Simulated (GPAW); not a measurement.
# Screening of a field by MoSi2As4 monolayer, part 2 of 2

Wanted: the out-of-plane polarisability of MoSi2As4 monolayer.

GPAW 26.7.0; GPAW, PAW setups; layer in a repeated cell with vacuum, relaxation of atoms and in-plane cell (the session's first sound run).

So far. Step 9 (Field on): The dipole is now 0.150 e Å, against -1.3e-4 in the run without a field.

### Step 10. Field on

run.py

```python
import json
import numpy as np
from ase import Atoms
from gpaw import GPAW, PW
from gpaw.external import ConstantElectricField

slab = Atoms(
    ['As', 'Si', 'As', 'Mo', 'As', 'Si', 'As'],
    positions=[
        [-0.00000, 0.00000, 8.00000],
        [0.00000, 2.08460, 9.12704],
        [0.00000, 2.08460, 11.50288],
        [0.00000, 0.00000, 12.99980],
        [0.00000, 2.08460, 14.49672],
        [0.00000, 2.08460, 16.87256],
        [-0.00000, 0.00000, 17.99960]],
    cell=[[3.61064, -0.0, 0.0], [-1.80532, 3.1269, 0.0], [0.0, 0.0, 25.9996]],
    pbc=[True, True, False])

slab.calc = GPAW(mode=PW(400), xc='PBE', kpts={'size': (9, 9, 1), 'gamma': True},
                 occupations={'name': 'fermi-dirac', 'width': 0.05}, nbands='200%',
                 convergence={'density': 1e-05}, maxiter=200,
                 poissonsolver={'dipolelayer': 'xy'},
                 external=ConstantElectricField(0.3, [0, 0, 1]),
                 symmetry={'tolerance': 1e-3}, txt='slab.txt')
result = {}
energy = slab.get_potential_energy()
fermi = slab.calc.get_fermi_level()
v = slab.calc.get_electrostatic_potential().mean((0, 1)) - fermi
n = slab.calc.get_pseudo_density().mean((0, 1))
L = slab.cell[2, 2]
z = np.arange(len(v)) * L / len(v)
low, high = slab.positions[:, 2].min(), slab.positions[:, 2].max()
below, above = np.interp([low - 5.8, high + 5.8], z, v)
slopes = [np.interp(x, z, np.gradient(v, z)) for x in (low - 5.8, high + 5.8)]
eps = np.array([[slab.calc.get_eigenvalues(k, s) for k in range(len(slab.calc.get_ibz_k_points()))]
                for s in range(slab.calc.get_number_of_spins())]) - fermi
top, bottom = eps[eps < 0].max(), eps[eps > 0].min()
dipole = slab.get_dipole_moment()[2]
print(f'energy {energy:.4f} eV, Fermi level {fermi:.4f} eV, dipole {dipole:.5f} e A')
print(f'potential 5.8 A off the faces, from the Fermi level: lower {below:.4f} eV, upper {above:.4f} eV')
print(f'slope of the potential there: lower {slopes[0]:.5f}, upper {slopes[1]:.5f} eV/A')
print(f'nearest levels on the mesh: {top:.4f} and {bottom:.4f} eV')
print('magnetic moment', round(slab.get_magnetic_moment(), 3))
result.update(energy=energy, fermi=fermi, dipole=dipole, below=below, above=above, slopes=slopes, edges=[top, bottom],
              z=z.tolist(), v=v.tolist(), n=n.tolist(), positions=slab.positions.tolist(),
              forces=slab.get_forces(apply_constraint=False).tolist(), moments=slab.get_magnetic_moments().tolist())
json.dump(result, open('result.json', 'w'))
```

The run is started by

```sh
$ OMP_NUM_THREADS=1 OPENBLAS_NUM_THREADS=1 python run.py
```

The job ended after 9.3 min (1 thread of Arm Neoverse N1, shared host; peak memory 0.44 GiB).

The electrostatic potential energy of an electron (without an applied field's), less the Fermi level, planar mean oscillates, so the rows of the table below give means over windows of 1.73 Å about each position, cut where the curve ends. Its maxima inside the range that stand out by 2 % of the span (Å: eV): 0.6: 6.40, 8.7: -8.56, 10.3: 2.38, 12.1: -5.75, 13.8: -6.21, 15.7: 0.836, 17.3: -11.0. Its minima: 8.0: -13.5, 9.1: -10.7, 11.5: -13.0, 13.0: -17.2, 14.5: -13.9, 16.9: -12.9, 18.0: -16.4.

Electrostatic potential energy of an electron (without an applied field's), less the Fermi level, planar mean against z; means over each step:

z (Å), electrostatic potential energy of an electron (without an applied field's), less the Fermi level, planar mean (eV) and a bar from the least value:
```
     0.86        6.2 ##############################
     2.59        6.4 ##############################
     4.32        6.4 ##############################
     6.05        5.9 #############################
     7.78       -6.4 ########
     9.51       -4.6 ###########
    11.24       -6.1 ########
    12.97      -10.9 
    14.70       -7.3 ######
    16.43       -6.3 ########
    18.16       -9.7 ##
    19.89        2.3 #######################
    21.62        2.8 ########################
    23.35        2.8 ########################
    25.08        2.9 ########################
```

The dipole is now 0.225 e Å, against -1.3e-4 in the run without a field.

### Step 11. The series

The members are put on one axis.

This step: induced dipole against applied field (GPAW 26.7.0).

The dipole along the normal by field:

```tsv
field (V/Å)	dipole along the normal (e·Å)
-0.200	-0.150
-0.100	-0.0750
-0.050	-0.0375
0.000	-1.3e-4
0.050	0.0375
0.100	0.0750
0.200	0.150
0.300	0.225
```

### Step 12. A changed run

One more run, with changed settings.

This step: GPAW, PAW setups; slab in vacuum (GPAW 26.7.0).

Changes to run.py since step 10:

```diff
@@ -4,3 +4,2 @@
 from gpaw import GPAW, PW
-from gpaw.external import ConstantElectricField
 
@@ -17,3 +16,3 @@
     cell=[[3.61064, -0.0, 0.0], [-1.80532, 3.1269, 0.0], [0.0, 0.0, 25.9996]],
-    pbc=[True, True, False])
+    pbc=[True, True, True])
 
@@ -21,5 +20,4 @@
                  occupations={'name': 'fermi-dirac', 'width': 0.05}, nbands='200%',
-                 convergence={'density': 1e-05}, maxiter=200,
+                 convergence={'density': 1e-05}, maxiter=75,
                  poissonsolver={'dipolelayer': 'xy'},
-                 external=ConstantElectricField(0.3, [0, 0, 1]),
                  symmetry={'tolerance': 1e-3}, txt='slab.txt')
```

Elapsed: 1.4 s, on 1 thread; peak memory 0.15 GiB.

The program refused the input before any cycle.

The fault put into the input: a dipole layer in a cell that repeats along the normal (pbc_z = true).

### Step 13. Results

```
work function, both faces (Fermi level placed in the gap by the smearing)        : 4.59 eV
ionisation energy from the upper face (highest filled level on the mesh)         : 4.97 eV
electron affinity from the upper face (lowest empty Kohn-Sham level on the mesh) : 4.21 eV
dipole along the normal                                                          : -1.3e-4 e Å, near the numerical noise
induced dipole per field                                                         : 0.750 e Å per V/Å
out-of-plane polarisability per area, α/(ε0 A)                                   : 12.0 Å
```

In words: The field induces 0.750 e Å per V/Å, a polarisable thickness α/(ε0 A) of 12.0 Å beside 10.00 Å between the outermost nuclei. A perfect conductor would give the distance between its two image planes; a dielectric of thickness t gives t(1 - 1/ε). The levels nearest the Fermi level on the mesh lie 0.757 eV apart, so the slab is gapped there: the smearing puts the Fermi level inside the gap, and from either face the ionisation energy is the work function plus 0.38 eV. Both are Kohn-Sham levels on the mesh, and semilocal gaps are too small, so the affinity tends to come out too large and the ionisation energy too small. The induced dipole is linear in the field over this range. The layer's cell and atoms come from the relaxation; spin-orbit coupling and temperature are left out.

[Logs are printed without paths, hosts, clocks, repeated set-up lines and the standing remarks that a program may print on its own settings, such as how far it seeks lower states.]

[Hosts, paths, dates, database ids (printed as entryN), source tags and the programs' standing remarks are cut or masked in the printed files.]
